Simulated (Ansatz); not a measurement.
# TlS4Br (built on the sites of a database entry of TlClO4): following an unstable mode, part 3 of 3

Wanted: the energy along a soft mode of TlS4Br (built on the sites of a database entry of TlClO4) and the structure at the end.

Ansatz 0.2.0; DFT PBEsol, scalar-relativistic, plane waves, PAW.

So far. Step 4 (The mode frozen in, largest atomic shift 0.22 Å): The run ends at a pressure of 1.42 GPa, with forces up to 0.89 eV/Å. Step 5 (Energy along the mode, all amplitudes (two of the runs …): The lowest of the steps tried is at 0.22 Å, 121 meV/atom below the parent; the bottom of the well need not coincide with a step.

The structure was built from a prototype and need not be the compound's stable phase.

**6. Relaxation from the frozen mode (continued)**

Step by step (22 of 48):

| step | energy less that of the first step (eV) | largest force component (eV/Å) | pressure (GPa) | volume (Å³) |
| --- | --- | --- | --- | --- |
| 1 | 0.0000 | 0.7837 | 1.42 | 409.66 |
| 3 | -2.0577 | 1.6158 | -0.62 | 455.83 |
| 5 | -4.3202 | 0.8526 | -0.08 | 486.03 |
| 8 | -6.0033 | 0.6453 | -0.42 | 509.30 |
| 10 | -7.0628 | 0.2668 | -0.40 | 497.64 |
| 12 | -7.4487 | 0.3395 | 0.18 | 462.45 |
| 14 | -7.5536 | 0.1386 | 0.02 | 453.49 |
| 17 | -7.6077 | 0.1381 | -0.04 | 426.94 |
| 19 | -7.6404 | 0.2618 | 0.12 | 420.22 |
| 21 | -7.8160 | 0.2896 | 0.03 | 391.40 |
| 23 | -7.9307 | 0.2417 | -0.27 | 343.93 |
| 26 | -7.8651 | 0.8591 | 0.68 | 357.50 |
| 28 | -7.9629 | 0.0192 | 0.01 | 344.35 |
| 30 | -7.9640 | 0.0097 | 0.01 | 343.97 |
| 32 | -7.9614 | 0.1135 | 0.28 | 341.94 |
| 35 | -7.9648 | 0.0024 | 0.00 | 343.35 |
| 37 | -7.9648 | 0.0006 | 0.00 | 343.36 |
| 39 | -8.0552 | 0.0685 | 0.10 | 346.28 |
| 41 | -8.0656 | 0.0207 | 0.02 | 346.48 |
| 44 | -8.0721 | 0.0040 | -0.01 | 344.36 |
| 46 | -8.0721 | 0.0053 | -0.01 | 344.23 |
| 48* | -8.0723 | 0.0012 | 0.00 | 344.21 |

Relaxation steps marked * repeat the geometry before them on a plane-wave basis chosen anew for their cell, so energy and pressure can jump there. Other such steps can lie between the rows shown. Relaxation steps 24, 26, 32, 33, 36, 40 were tried and not accepted.

The run keeps the 4 symmetry operations that it works with, so distortions that break them were not tested.

| cell as run | before | after | change |
| --- | --- | --- | --- |
| a (Å) | 6.617 | 7.459 | +12.7 % |
| b (Å) | 6.617 | 7.459 | +12.7 % |
| c (Å) | 9.357 | 6.509 | -30.4 % |
| γ (°) | 90.00 | 71.88 | -20.1 % |
| volume (Å³/atom) | 34.14 | 28.68 | -16.0 % |

The atoms that moved most (Å, as changes of fractional coordinates times the final cell):

| atom | dx | dy | dz | length |
| --- | --- | --- | --- | --- |
| S6 | -0.719 | 1.227 | -0.623 | 1.552 |
| S7 | -0.719 | -1.227 | 0.623 | 1.552 |
| S12 | 0.719 | 1.227 | 0.623 | 1.552 |
| S9 | 0.719 | -1.227 | -0.623 | 1.552 |
| Tl2 | 0.000 | 0.000 | 1.469 | 1.469 |
| Tl1 | 0.000 | 0.000 | -1.469 | 1.469 |
| Br3 | 0.000 | 0.000 | -0.943 | 0.943 |
| Br4 | 0.000 | 0.000 | 0.943 | 0.943 |

Final coordinates:

```xyz
12
Lattice="0.0000 -4.3780 -6.0394 0.0000 4.3780 -6.0394 6.5091 0.0000 0.0000" Properties=species:S:1:pos:R:3 pbc="T T T"
Tl    0.0000    0.0000   -7.5073
Tl    3.2545    0.0000    1.4679
Br    3.2545    0.0000   -7.0601
Br    0.0000    0.0000  -11.0581
S     4.6153    1.3381   -4.0637
S     0.1771   -1.7897   -4.9753
S     3.4317   -2.5883   -7.1035
S     1.3608   -1.3381   -1.9757
S     6.3319    1.7897   -4.9753
S     1.8938   -1.3381   -4.0637
S     5.1483    1.3381   -1.9757
S     3.0774    2.5883   -7.1035
```

This step gave:

| Quantity | Value |
| --- | --- |
| pressure | 3.59e-4 GPa |
| volume per atom | 28.68 Å³ |
| gap on the k-mesh | 0.2256 eV |

ELF in the ab plane of the conventional cell at fractional z = 0.250, with atoms of Tl and Br and S within 0.2 Å of it. It is the smooth field of the valence electrons, not physical close to the nuclei.

Ten even steps from '0' (0.01) to '9' (0.89), each cell a mean:
```
2110011211000000122100012
8751257886310025788631368
8974589999720158999973698
0385696359840279834885761
3685698689840169976974774
9973369998411136999842589
7530024542223322344310146
0000000012433343100000000
0024531023410034311245310
0157773113421134212577630
0135553113444443201455420
0000100001222221000011000
0001121000112210001221000
0136887521588863137887520
0379999854798886379999851
0489536965830167588438971
0489868965852477479679961
1148999633799985258999631
3222454200357641013443223
3342100000000000000001343
0143201354200013542013430
1243113777510036775213431
4443113555310024554102344
2221000010000000110000122
```
Columns run along a (8.8 Å), rows up along b (12.1 Å), edges of the conventional cell, whose origin can differ from the input's. Atoms in or near the plane, at fractional coordinates: Tl at (0.00, 0.13), Tl at (0.50, 0.63), Br at (0.50, 0.33), Br at (0.00, 0.83), S at (0.80, 0.34), S at (0.30, 0.84), S at (0.20, 0.34), S at (0.70, 0.84).

Valence density in the ab plane of the conventional cell at fractional z = 0.250, with atoms of Tl and Br and S within 0.2 Å of it. It is the smooth field of the valence electrons, not physical close to the nuclei.

Values in e/Å³, 13 rows by 16 columns, each cell a mean:
```
0.2 0.1 0.1 0.1 0.2 0.2 0.1 0.0 0.0 0.1 0.1 0.2 0.1 0.1 0.1 0.2
0.8 0.7 0.3 0.6 0.9 0.9 0.4 0.1 0.1 0.3 0.8 0.9 0.8 0.3 0.5 0.9
0.8 0.7 0.3 0.6 0.8 0.9 0.5 0.1 0.1 0.3 0.9 0.8 0.8 0.3 0.6 0.9
0.3 0.1 0.1 0.1 0.2 0.2 0.2 0.5 0.6 0.3 0.2 0.2 0.1 0.1 0.1 0.2
0.0 0.0 0.1 0.1 0.0 0.1 0.9 4.3 5.4 1.7 0.2 0.1 0.1 0.1 0.1 0.0
0.0 0.1 0.1 0.1 0.1 0.1 0.5 1.9 2.3 0.8 0.1 0.1 0.1 0.1 0.1 0.0
0.0 0.0 0.1 0.1 0.0 0.0 0.1 0.1 0.1 0.1 0.0 0.0 0.1 0.1 0.0 0.0
0.0 0.1 0.4 0.6 0.4 0.2 0.2 0.6 0.6 0.3 0.1 0.3 0.6 0.5 0.2 0.1
0.1 0.4 1.0 0.8 1.0 0.4 0.7 0.8 0.6 0.9 0.4 0.8 0.9 1.0 0.6 0.1
0.1 0.2 0.5 0.6 0.4 0.2 0.3 0.7 0.7 0.4 0.2 0.3 0.6 0.6 0.3 0.1
2.4 0.8 0.2 0.1 0.0 0.0 0.0 0.1 0.1 0.0 0.0 0.0 0.1 0.1 0.5 2.0
5.3 1.6 0.2 0.1 0.1 0.1 0.1 0.0 0.0 0.1 0.1 0.1 0.1 0.1 0.9 4.2
0.5 0.2 0.1 0.0 0.1 0.1 0.0 0.0 0.0 0.0 0.1 0.1 0.0 0.0 0.2 0.5
```
Columns run along a (8.8 Å), rows up along b (12.1 Å), edges of the conventional cell, whose origin can differ from the input's. Atoms in or near the plane, at fractional coordinates: Tl at (0.00, 0.13), Tl at (0.50, 0.63), Br at (0.50, 0.33), Br at (0.00, 0.83), S at (0.80, 0.34), S at (0.30, 0.84), S at (0.20, 0.34), S at (0.70, 0.84).

Electrostatic potential energy in the ab plane of the conventional cell at fractional z = 0.250, with atoms of Tl and Br and S within 0.2 Å of it. With pseudopotentials it is smooth inside the atoms' cores, unlike the true potential.

Values in eV, 13 rows by 16 columns, each cell a mean:
```
  6   7   8   8   6   7   8   9   9   8   7   6   7   8   8   6
-33 -13   4  -7 -24 -22  -1   8   8   3 -17 -25 -14   4  -4 -30
-38 -17   4  -8 -26 -23  -2   7   8   3 -18 -26 -16   3  -7 -35
  5   7   8   8   6   5   4  -4  -6   2   5   6   7   8   8   6
  9   9   8   8   8   5 -15 -39 -40 -26   2   8   8   8   8   9
  9   8   7   8   8   6  -4 -24 -27 -11   5   8   8   7   7   8
  9   8   8   8   8   8   7   6   6   7   8   8   8   8   8   9
  9   7  -1  -7   1   7   5  -7 -10   2   7   4  -6  -4   5   8
  8   1 -28 -31 -24   2 -12 -42 -43 -25   3 -14 -32 -32  -6   7
  6   5  -2  -9   0   7   3 -12 -15  -1   7   3  -7  -5   4   6
-28 -11   4   8   8   9   9   9   9   9   9   8   8   6  -5 -25
-39 -25   2   8   8   7   8   9   9   8   7   8   8   5 -14 -39
 -5   2   7   8   8   8   8   8   9   8   7   8   8   8   4  -3
```
Columns run along a (8.8 Å; values clipped at the 3rd and 97th percentile), rows up along b (12.1 Å), edges of the conventional cell, whose origin can differ from the input's. Atoms in or near the plane, at fractional coordinates: Tl at (0.00, 0.13), Tl at (0.50, 0.63), Br at (0.50, 0.33), Br at (0.00, 0.83), S at (0.80, 0.34), S at (0.30, 0.84), S at (0.20, 0.34), S at (0.70, 0.84).

The distorted start has space group C222_1; the relaxation ends in C222_1.

**7. What came out**

| Property | Result |
| --- | --- |
| unstable mode of the parent | q = (0, -0.5, -0.5), 310i cm⁻¹ |
| depth at the lowest point sampled | 121 meV/atom |
| largest atomic shift at that point | 0.22 Å |
| space group reached (within 0.01 Å) | C222_1 |
| energy gained over the parent (first relaxation, on the mesh of the frozen mode) | 794 meV/atom |
| volume per atom, phase reached | 28.7 Å³ |
| gap on the k-mesh, phase reached | 0.226 eV |

Along this mode the structure falls into C222_1, 794 meV/atom below the parent. At the parent's cell the well is 121.2 meV/atom deep on the steps tried, with its lowest point at a shift of 0.22 Å. Relaxing atoms and cell changes the gain by +673.31 meV/atom against the lowest step (energies at zero smearing). Most of the total comes from this relaxation. The modes of the phase reached were not computed on this path. Of the 3 patterns followed to their end from this parent, this one reaches the lowest energy. Each path keeps the symmetry of its pattern, so a lower phase may lie along a pattern not tried. With no gap, or one that is small against the smearing, the frequencies hang on the k mesh and the smearing, most of all near Kohn anomalies. The volume moved by more than a tenth on the k mesh of the start, so the energy gain is rough. A semilocal functional can close a gap that the real compound would have, so the metallic treatment may be an artefact of the level. Spin-orbit coupling is left out, which can matter for the heavy elements here. A phonon run warned that its eigensolver left some bands unconverged in a pass. The starting cell was built on a prototype and not taken from a measurement, so the phase need not exist.

[Logs are printed without paths, hosts, clocks, repeated set-up lines and the standing remarks that a program may print on its own settings, such as how far it seeks lower states.]

[Hosts, paths, dates, database ids (printed as entryN), source tags and the programs' standing remarks are cut or masked in the printed files.]
